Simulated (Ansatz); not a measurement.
# Static equation of state of amorphous polyoxymethylene (as short chains C9O8H20), from a frame at 400 K, (111 atoms)

Density of this cell: 1.23 g/cm³. The cell holds 111 atoms: 27 C, 24 O and 60 H. Its edges and angles: a = 10.813 Å, b = 9.977 Å, c = 9.726 Å, α = 87.7°, β = 91.9°, γ = 97.0°. The starting structure: 3 polyoxymethylene chains of 7 units with methyl end groups placed at random, at 1.24 g/cm³; overlaps pushed apart, then 20 ps at 800 K with MMFF94 bonds, angles, torsions, charges and radii (Halgren, J. Comput. Chem. 17, 490 (1996)) in harmonic and 12-6 forms. Snapshot after 30 ps at 400 K and fixed volume.

Calculated with Ansatz 0.2.0: Kohn-Sham DFT, PBE+D4, PAW (set soft_2), plane waves; cutoff 420 eV, Γ point, fermi-dirac smearing of 0.025 eV. Cell and atoms were relaxed first, to V0 = 9.3708 Å³ an atom at a residual P0 = -0.004 GPa. The cell was then scaled evenly, and the atoms were relaxed at each volume.

```
volume (Å³/atom)  pressure (GPa)
          8.4337               ?
          8.8086          0.3900
          9.0897          0.1767
          9.6519         -0.1525
          9.9331         -0.2759
```

Task: Fit the third-order Birch–Murnaghan equation to the rows given and extrapolate to the withheld row.

Worked fit:

Take the Eulerian strain f = ½[(V0/V)^(2/3) − 1] and the normalised pressure F = (P − P0) / [3f(1 + 2f)^(5/2)]. The third-order Birch–Murnaghan equation is then the line F = B0 + (3/2)B0(B′ − 4) f, so u = f and v = F.

| u = f | v = F (GPa) |
| --- | --- |
| 0.0210562 | 5.62406 |
| 0.0102566 | 5.57898 |
| -0.00975645 | 5.33267 |
| -0.0190506 | 5.24454 |

With n = 4: mean u = 6.2645e-4, mean v = 5.44506, Σ(u − ū)² = 0.0010051, Σ(u − ū)(v − v̄) = 0.010059. Slope b = 0.010059 / 0.0010051 = 10.008; intercept a = v̄ − b ū = 5.4388.

So B0 = a = 5.44 GPa and B′ = 4 + 2b/(3a) = 5.23. At the withheld volume f = 0.03638, F = a + b f = 5.803 GPa, and P = P0 + 3f(1 + 2f)^(5/2) F.

Prediction at 8.4337: 0.7511 GPa. The run gave 0.9005 GPa, so the fit is low by 0.15 GPa (17 % of the value).

The series isn't one smooth equation of state: even a line fitted to all rows, the withheld one included, misses F by up to 8.4 %. B0 and B′ are then only the numbers of this fit, not moduli of the material. Among the rows given, the largest miss of the fit is at 8.8086, by 0.0018 GPa (0.15 % of the range of the table).

Limits: Static cells at zero temperature; the cell shape is held. The program notes that the SCF threshold of these relaxations is loose for the stress. The network of contacts between molecules at the start is that of the classical potential that made the cell, and needn't be the one that DFT or experiment would give. Only the Γ point is sampled, in a cell whose shortest periodic width is 10 Å.

[Logs are printed without paths, hosts, clocks, repeated set-up lines and the standing remarks that a program may print on its own settings, such as how far it seeks lower states.]

[Hosts, paths, dates, database ids (printed as entryN), source tags and the programs' standing remarks are cut or masked in the printed files.]

[The MMFF94 radii named for the starting cell were scaled by 0.96; in molecules described by MMFF94, hydrogen bound to N, O or S took a small fixed 12-6 site in their place.]
